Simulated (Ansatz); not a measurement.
**Debugging a many-body input for SnSe2 (1T monolayer)**

Aim: the G0W0 gap of SnSe2 (1T monolayer). The first input has a fault.

Program: Ansatz 0.2.0. Level of theory: G0W0 on PBE, plane waves, PAW; PAW set soft_1. Results are calculated unless marked as measured.

## (1) The structure

The cell holds 3 atoms: 1 Sn and 2 Se. Its edges and angles: a = 3.869 Å, b = 3.869 Å, c = 29.600 Å, α = 90.0°, β = 90.0°, γ = 120.0°. Vacuum lies along c.

Coordinates:

```cif
data_structure
_symmetry_space_group_name_H-M 'P 1'
_symmetry_Int_Tables_number 1
_cell_length_a 3.8693
_cell_length_b 3.8693
_cell_length_c 29.6000
_cell_angle_alpha 90.000
_cell_angle_beta 90.000
_cell_angle_gamma 120.000
_cell_volume 383.79
loop_
_atom_site_label
_atom_site_type_symbol
_atom_site_fract_x
_atom_site_fract_y
_atom_site_fract_z
_atom_site_occupancy
Sn1 Sn 0.00000 0.00000 0.50000 1
Se2 Se 0.33333 0.66667 0.55386 1
Se3 Se 0.66667 0.33333 0.44614 1
```

The structure was relaxed with PBE. The runs that relaxed it are not among those shown. The Coulomb interaction is cut off across the vacuum.

## (2) First try

File input.yaml:

```yaml
crystal:
  lattice:
    - [3.8693422625, 0.0, 0.0]
    - [-1.9346711312, 3.3509486952, 0.0]
    - [0.0, 0.0, 29.6]
  atoms:
    - { symbol: Sn, position: [0.0, 0.0, 0.5] }
    - { symbol: Se, position: [0.3333333333, 0.6666666667, 0.553855976] }
    - { symbol: Se, position: [0.6666666667, 0.3333333333, 0.446144024] }
  periodic: [true, true, false]
kpoints:
  mp_grid: { grid: [3, 3, 1] }
hamiltonian:
  xc: pbe
  pseudopotentials: { kind: paw, azcp: { folder: soft_1 } }
scf:
  occupations: { method: fixed }
gw:
  n_empty_bands: 405
  ecut_chi: 2
  qp_bands: [v2, c2]
  qp_kpoints: band_edges
  screening: { model: contour_deformation }
```

Run with:

```sh
$ ansatz run input.yaml --threads 4 --pin off --max-ram 17510MiB --backend cpu --events-out ev --progress --plain --runs-dir out
```

Numbers of over 12 decimals in the logs are rounded to 6 here.

Output:

```text
Engine: ansatz 0.2.0, aarch64-unknown-linux-gnu
Pseudopotentials: kind: paw
Pseudopotential: Sn, paw, valence charge 14, recommended cutoff 420 eV (normal), soft_1/Sn.paw.azcp
Pseudopotential: Se, paw, valence charge 16, recommended cutoff 420 eV (normal), soft_1/Se.paw.azcp
Functional definition: PBE
  parameter kappa = 0.804
  parameter beta = 0.066725
  exchange = pbe_x(kappa = kappa, mu = beta*pi^2/3)
  correlation = pbe_c(beta = beta)
Crystal: 3 atoms, lattice volume = 383.793 Å³
Basis set: ecut = 420 eV, 7587 PW (Γ)
Bands: 28, of which v1, the nominal top of the filled ones, is band 23 counted from 1 (22 counted from 0)
Symmetry: 12 space group operations
Space group: P-3m1 (ITA 164), of the structure as read, at distance tolerance 7.3e-5 Å
k-points: 3 of 9
Non-local potential: Sn, projectors of the file, l = 0: 2, l = 1: 2, l = 2: 2, l = 3: 1
Non-local potential: Se, projectors of the file, l = 0: 2, l = 1: 2, l = 2: 3, l = 3: 1
PAW form: soft (Blöchl's): semilocal exchange-correlation on the pseudo side does not see the compensation charge
PAW one-centre angular grid: Sn, 590 points (default); XC on 64 Gauss nodes
PAW one-centre angular grid: Se, 590 points (default); XC on 64 Gauss nodes
Initial density: superposition of atomic densities (neutral atoms: chi_scale 0, normalization atom)
Initial wavefunctions: pseudopotential atomic-orbital guess
Functional: x = pbe(κ = 0.804, μ = 0.219515), c = pbe(β = 0.066725)
iter 1 solved again at ethr=2.74e-3 eV; its pass at ethr=3.10e-3 eV (dr2=1.26e0 eV) is discarded
SCF iter   1: F=—  HF=-16963.418787 eV  |F-HF|=—  |Δ(HF+E_count)|=         —  Δρ=1.45e-2  dr2=1.27e0  ethr=2.74e-3  ⟨swp⟩=1.3  Hψ=454  notcnv=0  defer=8
preconditioner: auto → Resta (q_TF=auto, 1.916 Å⁻¹)  ε∞=1.4  [insulator: Δε(μ)=1.672 eV  Ē_g=15.611 eV  n_scr=36 (ndim 8)  ℏωp=9.7 eV  f_vac=0.764  ε∞_Penn≈1.4  vacuum switching on, ρ_ref=1.8e-2 e/Å³]
SCF iter   2: F=—  HF=-16963.105783 eV  |F-HF|=—  |Δ(HF+E_count)|=   3.13e-1  Δρ=6.28e-3  dr2=1.99e-1  ethr=2.74e-3  ⟨swp⟩=4.0  Hψ=142  notcnv=0  defer=8
SCF iter   3: F=—  HF=-16963.080377 eV  |F-HF|=—  |Δ(HF+E_count)|=   2.54e-2  Δρ=3.42e-3  dr2=4.83e-2  ethr=4.33e-4  ⟨swp⟩=4.3  Hψ=187  notcnv=0  defer=8
SCF iter   4: F=—  HF=-16963.076960 eV  |F-HF|=—  |Δ(HF+E_count)|=   3.42e-3  Δρ=9.79e-4  dr2=2.97e-3  ethr=1.05e-4  ⟨swp⟩=3.3  Hψ=119  notcnv=0  defer=8
SCF iter   5: F=—  HF=-16963.077507 eV  |F-HF|=—  |Δ(HF+E_count)|=   5.47e-4  Δρ=1.80e-4  dr2=1.03e-4  ethr=6.45e-6  ⟨swp⟩=3.0  Hψ=131  notcnv=0  defer=8
SCF iter   6: F=—  HF=-16963.077536 eV  |F-HF|=—  |Δ(HF+E_count)|=   2.89e-5  Δρ=4.89e-5  dr2=9.38e-6  ethr=2.25e-7  ⟨swp⟩=3.3  Hψ=148  notcnv=0  defer=8
SCF iter   7: F=—  HF=-16963.077541 eV  |F-HF|=—  |Δ(HF+E_count)|=   4.59e-6  Δρ=1.28e-5  dr2=3.60e-7  ethr=2.04e-8  ⟨swp⟩=3.3  Hψ=152  notcnv=0  defer=8
SCF iter   8: F=-16963.077541 eV  HF=-16963.077541 eV  |F-HF|=3.63e-9  |Δ(HF+E_count)|=   5.61e-7  Δρ=1.78e-6  dr2=1.48e-8  ethr=2.17e-10  ⟨swp⟩=20.7  Hψ=505  notcnv=0
SCF 1 converged in 8 iterations: F = -16963.077541 eV  dr2 = 1.48e-8
[...]
NSCF: frozen V_eff on 3 k-points
G₀W₀ screening: q 1/3
[... further progress lines ...]
NSCF: frozen V_eff on 1 k-points
SCF converged after 8 iterations
Free energy (F): -16963.077541 eV
Harris-Foulkes:  -16963.077541 eV  (|F-HF|=3.63e-9)
Internal energy: -16963.077541 eV  (E = F + TS)
E sigma→0 (E₀):  -16963.077541 eV
Fermi energy:    -6.028238 eV
--- Per-component energies (eV) ---
  E_band       = -1493.841688
  E_kinetic    = 389.810078
  E_local      = -91704.371398  (includes V_loc(G=0)·N_el)
  E_nonlocal   = -563.883387
  E_hartree    = 45673.744034
  E_xc         = -294.935071
  E_vxc        = -259.604070  (∫ρ·V_xc dr)
  E_paw        = -8631.895507  (= ΣΔE_a)
  E_vpaw       = -703.298558  (= ΣTr[D̂ρ^β])
  E_aug_tail   = -0.000463  (compensation charges beyond the density's cutoff)
  E_ewald      = 38168.454174
  E_smearing   = -0.000000  (= −TS)
  E_closure    = -0.000000  (closes the sum)
  Σ components = -16963.077541   (vs F -16963.077541, Δ=0.00e0)
--- Band table (eV) ---
  k-point 0: bands = [... 19 lower, -6.4150, -6.4150, -6.0282, -6.0282, -4.4715, -2.9311, -1.4201, -1.4201, ... 1 higher]
  k-point 1: bands = [... 19 lower, -8.1016, -7.8192, -6.6192, -6.1427, -4.6807, -1.8220, -0.5565, -0.3218, ... 1 higher]
  k-point 2: bands = [... 19 lower, -9.4708, -9.1000, -6.7288, -6.7288, -4.1576, -0.7061, -0.7061, 0.5445, ... 1 higher]
--- G₀W₀: contour deformation, 7 samples at zero and on the imaginary axis and 1 off it, 9 q-points, 405 empty bands' worth ---
  eigenvalues of the whole cell's RPA ε∞ on this k-mesh (on a slab, of 1 + 4πα/V) = 1.1789, 5.9593, 5.9593; static W/v taken at q = 0 is 0.373192
  bands read: the sum over 428 bands ends inside a degenerate multiplet in 1 slot, whose members it reads at an even weight; the widest, k=2: bands 428 to 429 (counted from 1) at 1/2 each
  gw.qp_kpoints: band_edges: 2 of 3 stored k-points solved, in 1 pass; an edge of the gap read off the rows below is read off those points alone
    valence top: of the k-points left out ik 2 came nearest to being solved in a further pass, in band 22 (counted from 1, as in the quasiparticle table): it holds the edge there only if its correction is more favourable than any solved in that band by at least 0.701 eV; those differ by 0.135 eV
    conduction bottom: of the k-points left out ik 2 came nearest to being solved in a further pass, in band 24 (counted from 1, as in the quasiparticle table): it holds the edge there only if its correction is more favourable than any solved in that band by at least 0.523 eV; those differ by 0.077 eV
  `?` marks the rows in doubt; gw_qp.tsv's column doubts and the gw_qp event give each row's grounds
    ik  band        ε_KS         Σx   Σc(E_QP)       V_xc       Z   E_QP_lin       E_QP  E_QP is
     0    22     -6.0282   -17.7748     2.1447   -15.4008  0.7976    -6.2596    -6.2575  root
     0    23     -6.0282   -17.7748     2.1447   -15.4008  0.7976    -6.2596    -6.2575  root
     0    24     -4.4715   -10.8134    -2.3173   -14.3315  0.8033    -3.1613    -3.2707  root ?
     0    25     -2.9311    -7.7073    -2.8326   -12.1622  0.8179    -1.1011    -1.3088  root ?
     1    22     -6.6192   -16.7375     2.1713   -14.2019  0.7935    -6.9894    -6.9835  root
     1    23     -6.1427   -17.5097     2.1367   -15.1524  0.7971    -6.3653    -6.3634  root
     1    24     -4.6807   -10.5099    -2.3794   -14.0130  0.8007    -3.4680    -3.5570  root
     1    25     -1.8220    -7.7227    -2.7578   -12.0210  0.7940    -0.1371    -0.2816  root ?
```

The job ended after 23 s (4 threads of Arm Neoverse V1, shared host; peak memory 2 GiB).

In the SCF lines HF is the Harris–Foulkes energy and dr2 the Hartree energy of the density residual, in eV; the loop may stop once dr2 is under the threshold and the program's other checks hold. Hψ counts applications of the Hamiltonian.

Q: What is the fault?

The run ended normally, though the input holds a fault or crude settings.

The fault: screening cutoff of a few eV. Such a cutoff keeps only a few plane waves in the dielectric matrix, so local fields and the Coulomb hole are lost.

It printed a gap of 2.70 eV, which is an artefact of the settings.

## (3) A better input

G0W0 replaces the xc potential by the self-energy, built once from these orbitals. Only a window of levels is corrected, while the sums run over the empty bands that the input names. This step takes PAW set soft_1 files.

input.yaml: that of step 2 with these lines changed.

```diff
@@ -18,4 +18,4 @@
 gw:
-  n_empty_bands: 405
-  ecut_chi: 2
+  n_empty_bands: 345
+  ecut_chi: 54.0
   qp_bands: [v2, c2]
```

Output:

```text
[...]
Crystal: 3 atoms, lattice volume = 383.793 Å³
Basis set: ecut = 420 eV, 7587 PW (Γ)
Bands: 28, of which v1, the nominal top of the filled ones, is band 23 counted from 1 (22 counted from 0)
[... 1 set-up line as in the run before ...]
[...]
k-points: 3 of 9
[...]
SCF iter   8: F=-16963.077541 eV  HF=-16963.077541 eV  |F-HF|=3.63e-9  |Δ(HF+E_count)|=   5.61e-7  Δρ=1.78e-6  dr2=1.48e-8  ethr=2.17e-10  ⟨swp⟩=20.7  Hψ=505  notcnv=0
SCF 1 converged in 8 iterations: F = -16963.077541 eV  dr2 = 1.48e-8
[...]
NSCF: frozen V_eff on 3 k-points
G₀W₀ screening: q 1/3
[... further progress lines ...]
[...]
SCF converged after 8 iterations
Free energy (F): -16963.077541 eV
[...]
Internal energy: -16963.077541 eV  (E = F + TS)
E sigma→0 (E₀):  -16963.077541 eV
Fermi energy:    -6.028238 eV
[...]
--- Band table (eV) ---
  k-point 0: bands = [... 19 lower, -6.4150, -6.4150, -6.0282, -6.0282, -4.4715, -2.9311, -1.4201, -1.4201, ... 1 higher]
  k-point 1: bands = [... 19 lower, -8.1016, -7.8192, -6.6192, -6.1427, -4.6807, -1.8220, -0.5565, -0.3218, ... 1 higher]
  k-point 2: bands = [... 19 lower, -9.4708, -9.1000, -6.7288, -6.7288, -4.1576, -0.7061, -0.7061, 0.5445, ... 1 higher]
[...]
0    22     -6.0282   -17.7748     2.2154   -15.4008  0.6848    -6.1880    -6.1868  root
     0    23     -6.0282   -17.7748     2.2154   -15.4008  0.6848    -6.1880    -6.1868  root
     0    24     -4.4715   -10.8134    -3.0787   -14.3315  0.7264    -4.0244    -4.0321  root
     0    25     -2.9311    -7.7073    -4.0620   -12.1622  0.7343    -2.5328    -2.5383  root
     1    22     -6.6192   -16.7375     2.3197   -14.2019  0.6816    -6.8377    -6.8351  root
     1    23     -6.1427   -17.5097     2.2010   -15.1524  0.6836    -6.3002    -6.2990  root
     1    24     -4.6807   -10.5099    -3.0826   -14.0130  0.7166    -4.2535    -4.2602  root
     1    25     -1.8220    -7.7227    -3.9211   -12.0210  0.7284    -1.4375    -1.4448  root
```

It took 22 s on 4 threads; peak memory 1.7 GiB; 81 s of CPU time.

This step gave:

* bands summed: 368
* plane waves in the screening matrix: 341
* q-points in the mesh: 9
* G0W0 gap on the mesh: 1.927 eV
* k of the valence top: 0, 0, 0
* k of the conduction bottom: 0, 0.3333, 0
* starting gap on the mesh: 1.348 eV
* Z at the valence top: 0.6848
* Z at the conduction bottom: 0.7166
* least direct G0W0 gap on the computed points: 2.039 eV

The gap on the mesh goes from 1.35 eV to 1.93 eV, a correction of +0.58 eV. Between the two edge states, bare exchange in place of the xc potential would open the gap by 5.88 eV, and correlation takes back 5.30 eV.

## (4) Results

```yaml
first_try: converged after 23 s
better_run: G0W0 gap on the mesh 1.93 eV (3×3×1 mesh, 345 empty bands, screening to 54 eV, PAW set soft_1 files)
```

In words: The second run differs in: empty bands and screening cutoff (eV). Bands and cutoff are finite, so the gap is not at the basis limit. The miss can reach some tenths of an eV and take either sign; the mesh is an error of its own. Mesh or cutoff lie under what a gap needs, so these runs test behaviour and cost; their gaps are not to be quoted. The mesh in the plane is coarse for a sheet; gap and any exciton binding can still move on denser ones. The many-body steps are scalar-relativistic: spin-orbit coupling is not in them.

[Paths, hosts, dates, memory and timing lines, banners, echoed tables and standing remarks are left out of the program output.]

[Logs are printed without paths, hosts, clocks, repeated set-up lines and the standing remarks that a program may print on its own settings, such as how far it seeks lower states.]

[Runs of the session that timed out or met a known fault of the program may be left out.]

[Cells called generated may have been cut or substituted from an entry of the Crystallography Open Database or the Materials Project.]

[Hosts, paths, dates, database ids (printed as entryN), source tags and the programs' standing remarks are cut or masked in the printed files.]
